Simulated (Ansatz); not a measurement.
# TlS4Br (built on the sites of a database entry of TlClO4): following an unstable mode

Aim: this structure of TlS4Br (built on the sites of a database entry of TlClO4) is to be tested for unstable modes, and one is followed downhill.

Main program and level: Ansatz 0.2.0; DFT PBEsol, scalar-relativistic, plane waves, PAW.

This is a report of a sequence of runs, with most program output left out.

The structure was built from a prototype and need not be the compound's stable phase.

### 1. The starting structure

The structure is cubic, space group F-43m (No. 216). The conventional cell has a = 9.357 Å, b = 9.357 Å, c = 9.357 Å, α = 90.00°, β = 90.00°, γ = 90.00°. Tl has 12 S at 3.82 Å nearest. Br has 4 S at 2.52 Å nearest. Nearest to S lie 3 S at 2.51 Å and 1 Br at 2.52 Å. Farther neighbours and most contacts between anions are not listed.

### 2. The dispersion

The cell comes from relaxations at this level that are not shown. Stability and thermal properties need the whole zone. Linear response on a 2×2×2 q mesh gives force constants as far as a supercell of that size would.

Input file input.yaml:

```yaml
crystal:
  lattice:
    - [0.0, 4.6786404278, 4.6786404278]
    - [4.6786404278, 0.0, 4.6786404278]
    - [4.6786404278, 4.6786404278, 0.0]
  atoms:
    - { symbol: Tl, position: [0.5, 0.5, 0.5] }
    - { symbol: Br, position: [0.0, 0.0, 0.0] }
    - { symbol: S, position: [0.1552696917, 0.1552696917, 0.1552696917] }
    - { symbol: S, position: [0.5341909248, 0.1552696917, 0.1552696917] }
    - { symbol: S, position: [0.1552696917, 0.1552696917, 0.5341909248] }
    - { symbol: S, position: [0.1552696917, 0.5341909248, 0.1552696917] }
kpoints:
  mp_grid: { grid: [8, 8, 8] }
hamiltonian:
  xc: pbesol
scf:
  occupations: { method: methfessel_paxton, width: 0.2 }
output:
  eigenvalues: true
phonons:
  method: dfpt
  qmesh: [2, 2, 2]
  temperatures: { t_max: 1000, t_step: 50 }
  qpath:
    path:
      - [[0.0, 0.0, 0.0], [-0.5, -0.5, 0.0], [-0.375, -0.375, 0.25]]
      - [[-0.375, 0.0, 0.375], [0.0, 0.0, 0.0], [0.0, 0.0, 0.5], [-0.5, -0.25, 0.25], [-0.5, -0.5, 0.0]]
    npoints: 10
```

The run is started by

```
$ ansatz run input.yaml --threads 8 --pin off --max-ram 14336MiB --backend cpu --events-out ev --progress --plain --runs-dir out
```

Elapsed: 1.9 min, on 8 threads of Intel Xeon Platinum 8488C (Sapphire Rapids), shared host; peak memory 3.5 GiB.

Numbers from this step:

```yaml
volume_per_atom: 34.14 Å³
gap_on_the_k_mesh: 0 eV
sum_rule_residual_before_enforcement: 6.32e-5 eV/Å²
lowest_frequency_on_the_path: -314.2 cm⁻¹
point_group: -43m
highest_frequency_on_the_path_or_at_a_solved_wavevector: 320.1 cm⁻¹
highest_optical_mode_at_the_zone_centre_no_lo_to_term: 320.1 cm⁻¹
lowest_optical_zone_centre_mode: -306.4 cm⁻¹
lowest_mode_on_the_q_mesh_acoustic_modes_at_gamma_apart: -314.2 cm⁻¹
```

Frequencies (cm⁻¹) solved at each irreducible wavevector; negative means imaginary. Frequencies by wavevector, by row:

| q in reciprocal lattice units | star | mode 1 | mode 2 | mode 3 | mode 4 | mode 16 | mode 17 | mode 18 |
| --- | --- | --- | --- | --- | --- | --- | --- | --- |
| 0 0 0 | 1 | -306.4 | -306.4 | -306.4 | -233.4 | 117.5 | 117.5 | 320.1 |
| 0 0 -0.5 | 4 | -314.2 | -300.8 | -300.8 | -211.9 | 119 | 123.2 | 306.9 |
| 0 -0.5 -0.5 | 3 | -309.8 | -309.8 | -292.8 | -221.8 | 126.7 | 126.7 | 303.9 |

Interpolated from a 2×2×2 q mesh. The phonon branches at the labelled points (cm⁻¹):

| point | branch 1 | branch 2 | branch 3 | branch 4 | branch 15 | branch 16 | branch 17 | branch 18 |
| --- | --- | --- | --- | --- | --- | --- | --- | --- |
| Γ | -306 | -306 | -306 | -233 | 118 | 118 | 118 | 320 |
| halfway | -308 | -308 | -300 | -228 | 113 | 122 | 122 | 312 |
| X | -310 | -310 | -293 | -222 | 105 | 127 | 127 | 304 |
| halfway | -310 | -309 | -294 | -220 | 100 | 126 | 132 | 304 |
| U | -310 | -306 | -297 | -215 | 96 | 125 | 138 | 304 |
| jump to K | -310 | -306 | -297 | -215 | 96 | 125 | 138 | 304 |
| halfway | -309 | -306 | -301 | -223 | 111 | 120 | 127 | 312 |
| Γ | -306 | -306 | -306 | -233 | 118 | 118 | 118 | 320 |
| halfway | -310 | -304 | -304 | -225 | 119 | 119 | 119 | 314 |
| L | -314 | -301 | -301 | -212 | 119 | 119 | 123 | 307 |
| halfway | -312 | -303 | -300 | -212 | 101 | 123 | 136 | 305 |
| W | -309 | -306 | -298 | -213 | 88 | 132 | 136 | 303 |
| halfway | -310 | -308 | -295 | -218 | 96 | 130 | 132 | 304 |
| X | -310 | -310 | -293 | -222 | 105 | 127 | 127 | 304 |

Symmetry leaves 3 wavevectors to solve. The lowest mode among them, the acoustic zeros apart, lies at q = (0, 0, -0.5) and is imaginary, 314.2i cm⁻¹, so the energy falls along it.

### 3. The mode frozen in, largest atomic shift 0 Å

The mode followed lies at q = (0, -0.5, -0.5) with frequency 309.8i cm⁻¹ and is 2-fold degenerate, one of the unstable modes though not the softest. At small amplitude the distorted cell has space group no. 20 by a symmetry search on the positions. The undistorted cell that holds it gives the zero of energy on the same k mesh.

System of this step: TlS4Br (built on the sites of a database entry of TlClO4). Symmetry: F-43m, No. 216, cubic system. The conventional cell has a = 9.357 Å, b = 9.357 Å, c = 9.357 Å, α = 90.00°, β = 90.00°, γ = 90.00°. Nearest to Tl lie 12 S at 3.82 Å. Br has 4 S at 2.52 Å nearest. Nearest to S lie 3 S at 2.51 Å and 1 Br at 2.52 Å. Farther neighbours and most contacts between anions are not listed.

Input file input.yaml:

```yaml
crystal:
  lattice:
    - [0.0, -4.6786404278, -4.6786404278]
    - [0.0, 4.6786404278, -4.6786404278]
    - [9.3572808556, 0.0, 0.0]
  atoms:
    - { symbol: Tl, position: [0.5, 0.5, 0.0] }
    - { symbol: Tl, position: [0.0, 0.0, 0.5] }
    - { symbol: Br, position: [0.5, 0.5, 0.5] }
    - { symbol: Br, position: [1.0, 1.0, 0.0] }
    - { symbol: S, position: [0.1894606165, 0.5, 0.6552696917] }
    - { symbol: S, position: [0.6894606165, 0.0, 0.1552696917] }
    - { symbol: S, position: [0.8105393835, 0.5, 0.6552696917] }
    - { symbol: S, position: [0.3105393835, 0.0, 0.1552696917] }
    - { symbol: S, position: [0.0, 0.6894606165, 0.8447303083] }
    - { symbol: S, position: [0.5, 0.1894606165, 0.3447303083] }
    - { symbol: S, position: [0.0, 0.3105393835, 0.8447303083] }
    - { symbol: S, position: [0.5, 0.8105393835, 0.3447303083] }
kpoints:
  mp_grid: { grid: [6, 6, 4] }
hamiltonian:
  xc: pbesol
scf:
  occupations: { method: methfessel_paxton, width: 0.2 }
output:
  forces: true
  stress: true
  eigenvalues: true
```

Wall time 7.4 s (8 threads); peak memory 1.5 GiB.

Numbers from this step:

| Quantity | Value |
| --- | --- |
| pressure | -0.005111 GPa |
| energy from the undistorted cell | 0 meV/atom |

The run ends at a pressure of -0.01 GPa, with forces up to 0.0038 eV/Å.

### 4. The mode frozen in, largest atomic shift 0.22 Å

The atoms are moved along the unstable eigenvector, the largest shift by 0.22 Å, with the cell fixed.

Input file input.yaml:

```yaml
crystal:
  lattice:
    - [0.0, -4.6786404278, -4.6786404278]
    - [0.0, 4.6786404278, -4.6786404278]
    - [9.3572808556, 0.0, 0.0]
  atoms:
    - { symbol: Tl, position: [0.4999041822, 0.4999041822, 0.0] }
    - { symbol: Tl, position: [9.58178e-05, 9.58178e-05, 0.5] }
    - { symbol: Br, position: [0.5064470549, 0.5064470549, 0.5] }
    - { symbol: Br, position: [0.9935529451, 0.9935529451, 0.0] }
    - { symbol: S, position: [0.174053775, 0.4841622046, 0.6728386624] }
    - { symbol: S, position: [0.7048674581, 0.0158377954, 0.1377007211] }
    - { symbol: S, position: [0.7951325419, 0.4841622046, 0.6377007211] }
    - { symbol: S, position: [0.325946225, 0.0158377954, 0.1728386624] }
    - { symbol: S, position: [0.0158377954, 0.7048674581, 0.8622992789] }
    - { symbol: S, position: [0.4841622046, 0.174053775, 0.3271613376] }
    - { symbol: S, position: [0.0158377954, 0.325946225, 0.8271613376] }
    - { symbol: S, position: [0.4841622046, 0.7951325419, 0.3622992789] }
kpoints:
  mp_grid: { grid: [6, 6, 4] }
hamiltonian:
  xc: pbesol
scf:
  occupations: { method: methfessel_paxton, width: 0.2 }
output:
  forces: true
  stress: true
  eigenvalues: true
```

Run time: 12 s. Hardware: 8 threads; peak memory 1.6 GiB.

This step gave:

```
pressure                         : 1.419 GPa
energy from the undistorted cell : -121.2 meV/atom
```

The energy, extrapolated to zero smearing, is -121.19 meV/atom against the undistorted cell.

The run ends at a pressure of 1.42 GPa, with forces up to 0.89 eV/Å.

### 5. Energy along the mode, all amplitudes (two of the runs are shown above)

An imaginary frequency means negative curvature, so the energy should fall and then rise again as anharmonic terms take over.

This step gave:

```
depth at the lowest point sampled  : 121.2 meV/atom
largest atomic shift at that point : 0.22 Å
```

The energy from the parent by largest atomic shift:

| largest atomic shift (Å) | energy from the parent (meV/atom) |
| --- | --- |
| 0.000 | 0 |
| 0.040 | -6.20 |
| 0.080 | -23.9 |
| 0.140 | -65.4 |
| 0.220 | -121 |
| 0.320 | -112 |
| 0.450 | 320 |

Displacement at unit largest shift by atom:

| atom | x (Å) | y (Å) | z (Å) | size |
| --- | --- | --- | --- | --- |
| Tl1 | 0.000 | 0.000 | 0.004 | 0.004 |
| Tl2 | 0.000 | 0.000 | -0.004 | 0.004 |
| Br3 | 0.000 | 0.000 | -0.274 | 0.274 |
| Br4 | 0.000 | 0.000 | 0.274 | 0.274 |
| S5 | 0.747 | -0.009 | 0.664 | 0.999 |
| S6 | -0.747 | 0.009 | -0.664 | 0.999 |
| S7 | -0.747 | -0.009 | 0.664 | 0.999 |
| S8 | 0.747 | 0.009 | -0.664 | 0.999 |
| S9 | 0.747 | -0.009 | -0.664 | 0.999 |
| S10 | -0.747 | 0.009 | 0.664 | 0.999 |
| S11 | -0.747 | -0.009 | -0.664 | 0.999 |
| S12 | 0.747 | 0.009 | 0.664 | 0.999 |

The lowest of the steps tried is at 0.22 Å, 121 meV/atom below the parent; the bottom of the well need not coincide with a step.

### 6. Relaxing from the distorted cell

Starting from the lowest point found, all atoms and the cell are let go, so that strain and other modes of the same symmetry can join in.

input.yaml: that of step 4 with these lines changed.

```diff
@@ -28 +28,10 @@
   eigenvalues: true
+  write_density: true
+  write_potential: true
+  elf: true
+  volumetric_format: npy
+relax:
+  adjacent_minimum: "off"
+  f_tol: 0.002
+  max_steps: 120
+  cell: { stress_tol: 0.03 }
```

Elapsed: 9.6 min, on 8 threads; peak memory 2 GiB; 75 min of CPU time.

Relaxation path (22 of 48):

| step | energy less that of the first step (eV) | largest force component (eV/Å) | pressure (GPa) | volume (Å³) |
| --- | --- | --- | --- | --- |
| 1 | 0.0000 | 0.7837 | 1.42 | 409.66 |
| 3 | -2.0577 | 1.6158 | -0.62 | 455.83 |
| 5 | -4.3202 | 0.8526 | -0.08 | 486.03 |
| 8 | -6.0033 | 0.6453 | -0.42 | 509.30 |
| 10 | -7.0628 | 0.2668 | -0.40 | 497.64 |
| 12 | -7.4487 | 0.3395 | 0.18 | 462.45 |
| 14 | -7.5536 | 0.1386 | 0.02 | 453.49 |
| 17 | -7.6077 | 0.1381 | -0.04 | 426.94 |
| 19 | -7.6404 | 0.2618 | 0.12 | 420.22 |
| 21 | -7.8160 | 0.2896 | 0.03 | 391.40 |
| 23 | -7.9307 | 0.2417 | -0.27 | 343.93 |
| 26 | -7.8651 | 0.8591 | 0.68 | 357.50 |
| 28 | -7.9629 | 0.0192 | 0.01 | 344.35 |
| 30 | -7.9640 | 0.0097 | 0.01 | 343.97 |
| 32 | -7.9614 | 0.1135 | 0.28 | 341.94 |
| 35 | -7.9648 | 0.0024 | 0.00 | 343.35 |
| 37 | -7.9648 | 0.0006 | 0.00 | 343.36 |
| 39 | -8.0552 | 0.0685 | 0.10 | 346.28 |
| 41 | -8.0656 | 0.0207 | 0.02 | 346.48 |
| 44 | -8.0721 | 0.0040 | -0.01 | 344.36 |
| 46 | -8.0721 | 0.0053 | -0.01 | 344.23 |
| 48* | -8.0723 | 0.0012 | 0.00 | 344.21 |

Relaxation steps marked * repeat the geometry before them on a plane-wave basis chosen anew for their cell, so energy and pressure can jump there. Other such steps can lie between the rows shown. Relaxation steps 24, 26, 32, 33, 36, 40 were tried and not accepted.

The run keeps the 4 symmetry operations that it works with, so distortions that break them were not tested.

| cell as run | before | after | change |
| --- | --- | --- | --- |
| a (Å) | 6.617 | 7.459 | +12.7 % |
| b (Å) | 6.617 | 7.459 | +12.7 % |
| c (Å) | 9.357 | 6.509 | -30.4 % |
| γ (°) | 90.00 | 71.88 | -20.1 % |
| volume (Å³/atom) | 34.14 | 28.68 | -16.0 % |

The atoms that moved most (Å, as changes of fractional coordinates times the final cell):

| atom | dx | dy | dz | length |
| --- | --- | --- | --- | --- |
| S6 | -0.719 | 1.227 | -0.623 | 1.552 |
| S7 | -0.719 | -1.227 | 0.623 | 1.552 |
| S12 | 0.719 | 1.227 | 0.623 | 1.552 |
| S9 | 0.719 | -1.227 | -0.623 | 1.552 |
| Tl2 | 0.000 | 0.000 | 1.469 | 1.469 |
| Tl1 | 0.000 | 0.000 | -1.469 | 1.469 |
| Br3 | 0.000 | 0.000 | -0.943 | 0.943 |
| Br4 | 0.000 | 0.000 | 0.943 | 0.943 |

Final coordinates:

```xyz
12
Lattice="0.0000 -4.3780 -6.0394 0.0000 4.3780 -6.0394 6.5091 0.0000 0.0000" Properties=species:S:1:pos:R:3 pbc="T T T"
Tl    0.0000    0.0000   -7.5073
Tl    3.2545    0.0000    1.4679
Br    3.2545    0.0000   -7.0601
Br    0.0000    0.0000  -11.0581
S     4.6153    1.3381   -4.0637
S     0.1771   -1.7897   -4.9753
S     3.4317   -2.5883   -7.1035
S     1.3608   -1.3381   -1.9757
S     6.3319    1.7897   -4.9753
S     1.8938   -1.3381   -4.0637
S     5.1483    1.3381   -1.9757
S     3.0774    2.5883   -7.1035
```

This step gave:

```yaml
pressure: 3.59e-4 GPa
volume_per_atom: 28.68 Å³
gap_on_the_k_mesh: 0.2256 eV
```

Valence density in the ab plane of the conventional cell at fractional z = 0.250, with atoms of Tl and Br and S within 0.2 Å of it. It is the smooth field of the valence electrons, not physical close to the nuclei.

Ten steps, logarithmic in the rise over the least value, from '0' (0.0 e/Å³) to '9' (7.5 e/Å³), each cell a mean:
```
1100001110000000111000011
3321123332100012333211123
5543345554310124555532355
3554455455421135545543454
5553355555321124555543455
5432234443211123444322245
2210011222234332221100112
0000000012567763210000000
0001110013689975210011100
0011111113689874211111110
0011110002356542100111100
0000000000122211000000000
0000111000011110000111000
0012333211233321112333210
0134555433455553235555420
1245545544553454345555431
1235555533555554345555421
1123444322345542223444321
4322221100122211011122233
7652100000000000000012367
9863100111000001110012579
9863101111100011111112478
6532000111100001111001245
2210000000000000000000112
```
Columns run along a (8.8 Å), rows up along b (12.1 Å), edges of the conventional cell, whose origin can differ from the input's. Atoms in or near the plane, at fractional coordinates: Tl at (0.00, 0.13), Tl at (0.50, 0.63), Br at (0.50, 0.33), Br at (0.00, 0.83), S at (0.80, 0.34), S at (0.30, 0.84), S at (0.20, 0.34), S at (0.70, 0.84).

Electrostatic potential energy in the ab plane of the conventional cell at fractional z = 0.250, with atoms of Tl and Br and S within 0.2 Å of it. With pseudopotentials it is smooth inside the atoms' cores, unlike the true potential.

Ten even steps from '_' (-43 eV) to '@' (9 eV), each cell a mean:
```
@@@@@@@@@@@@@@@@@@@@@@@@@@@@@@@@@@@@@@@@@@@@@@@@@@
%%@@@@@@@@@@@@%%@@@@@@@@@@@@@@@@@@%%@@@@@@@@@@@@@@
..--##@@@@##==--==##@@@@@@@@@@%%++----**%%@@%%++::
____--%%%%++..::..--%%@@@@@@@@**..::::::##%%##____
____++%%%%**::..::++%%@@@@@@@@##--....==%%@@##..__
==**%%@@@@@@######%%@@@@@@@@@@@@%%####%%@@@@@@%%++
@@@@@@@@@@@@@@@@@@@@%%%%####%%@@@@@@@@@@@@@@@@@@@@
@@@@@@@@@@@@@@@@@@%%**::....==##@@@@@@@@@@@@@@@@@@
@@@@@@@@@@@@@@@@@@##::________++%%@@@@@@@@@@@@@@@@
@@@@@@@@@@@@@@@@@@%%==______..**@@@@@@@@@@@@@@@@@@
@@@@@@@@@@@@@@@@@@@@%%++====##%%@@@@@@@@@@@@@@@@@@
@@@@@@@@@@@@@@@@@@@@@@@@@@@@@@@@@@@@@@@@@@@@@@@@@@
@@@@@@@@@@@@@@@@@@@@@@@@@@@@@@@@@@@@@@@@@@@@@@@@@@
@@@@@@@@@@%%@@@@@@@@@@@@%%@@@@@@@@@@@@@@%%@@@@@@@@
@@@@@@##==--==##@@@@##--..::++%%@@%%**----++%%@@@@
@@@@%%--..::..++%%%%--________##%%##::::::..**@@@@
@@@@%%++::..::**%%%%++______::##@@%%==....--##@@@@
@@@@@@%%######@@@@@@%%**==++%%@@@@@@%%####%%@@@@@@
##%%%%@@@@@@@@@@@@@@@@@@@@@@@@@@@@@@@@@@@@@@@@%%##
..::**%%@@@@@@@@@@@@@@@@@@@@@@@@@@@@@@@@@@@@##==..
____--##@@@@@@@@@@@@@@@@@@@@@@@@@@@@@@@@@@%%++____
____==%%@@@@@@@@@@@@@@@@@@@@@@@@@@@@@@@@@@%%**..__
==++%%@@@@@@@@@@@@@@@@@@@@@@@@@@@@@@@@@@@@@@%%##==
@@@@@@@@@@@@@@@@@@@@@@@@@@@@@@@@@@@@@@@@@@@@@@@@@@
```
Columns run along a (8.8 Å; values clipped at the 3rd and 97th percentile), rows up along b (12.1 Å), edges of the conventional cell, whose origin can differ from the input's. Atoms in or near the plane, at fractional coordinates: Tl at (0.00, 0.13), Tl at (0.50, 0.63), Br at (0.50, 0.33), Br at (0.00, 0.83), S at (0.80, 0.34), S at (0.30, 0.84), S at (0.20, 0.34), S at (0.70, 0.84).

ELF in the ab plane of the conventional cell at fractional z = 0.250, with atoms of Tl and Br and S within 0.2 Å of it. It is the smooth field of the valence electrons, not physical close to the nuclei.

Ten even steps from '0' (0.01) to '9' (0.89), each cell a mean:
```
2110011211000000122100012
8751257886310025788631368
8974589999720158999973698
0385696359840279834885761
3685698689840169976974774
9973369998411136999842589
7530024542223322344310146
0000000012433343100000000
0024531023410034311245310
0157773113421134212577630
0135553113444443201455420
0000100001222221000011000
0001121000112210001221000
0136887521588863137887520
0379999854798886379999851
0489536965830167588438971
0489868965852477479679961
1148999633799985258999631
3222454200357641013443223
3342100000000000000001343
0143201354200013542013430
1243113777510036775213431
4443113555310024554102344
2221000010000000110000122
```
Columns run along a (8.8 Å), rows up along b (12.1 Å), edges of the conventional cell, whose origin can differ from the input's. Atoms in or near the plane, at fractional coordinates: Tl at (0.00, 0.13), Tl at (0.50, 0.63), Br at (0.50, 0.33), Br at (0.00, 0.83), S at (0.80, 0.34), S at (0.30, 0.84), S at (0.20, 0.34), S at (0.70, 0.84).

The distorted start has space group C222_1; the relaxation ends in C222_1.

### 7. Outcome

| Property | Result |
| --- | --- |
| unstable mode of the parent | q = (0, -0.5, -0.5), 310i cm⁻¹ |
| depth at the lowest point sampled | 121 meV/atom |
| largest atomic shift at that point | 0.22 Å |
| space group reached (within 0.01 Å) | C222_1 |
| energy gained over the parent (first relaxation, on the mesh of the frozen mode) | 794 meV/atom |
| volume per atom, phase reached | 28.7 Å³ |
| gap on the k-mesh, phase reached | 0.226 eV |

Along this mode the structure falls into C222_1, 794 meV/atom below the parent. At the parent's cell the well is 121.2 meV/atom deep on the steps tried, with its lowest point at a shift of 0.22 Å. Relaxing atoms and cell changes the gain by +673.31 meV/atom against the lowest step (energies at zero smearing). Most of the total comes from this relaxation. The modes of the phase reached were not computed on this path. Of the 3 patterns followed to their end from this parent, this one reaches the lowest energy. Each path keeps the symmetry of its pattern, so a lower phase may lie along a pattern not tried. With no gap, or one that is small against the smearing, the frequencies hang on the k mesh and the smearing, most of all near Kohn anomalies. The volume moved by more than a tenth on the k mesh of the start, so the energy gain is rough. A semilocal functional can close a gap that the real compound would have, so the metallic treatment may be an artefact of the level. Spin-orbit coupling is left out, which can matter for the heavy elements here. A phonon run warned that its eigensolver left some bands unconverged in a pass. The starting cell was built on a prototype and not taken from a measurement, so the phase need not exist.

[Logs are printed without paths, hosts, clocks, repeated set-up lines and the standing remarks that a program may print on its own settings, such as how far it seeks lower states.]

[Hosts, paths, dates, database ids (printed as entryN), source tags and the programs' standing remarks are cut or masked in the printed files.]
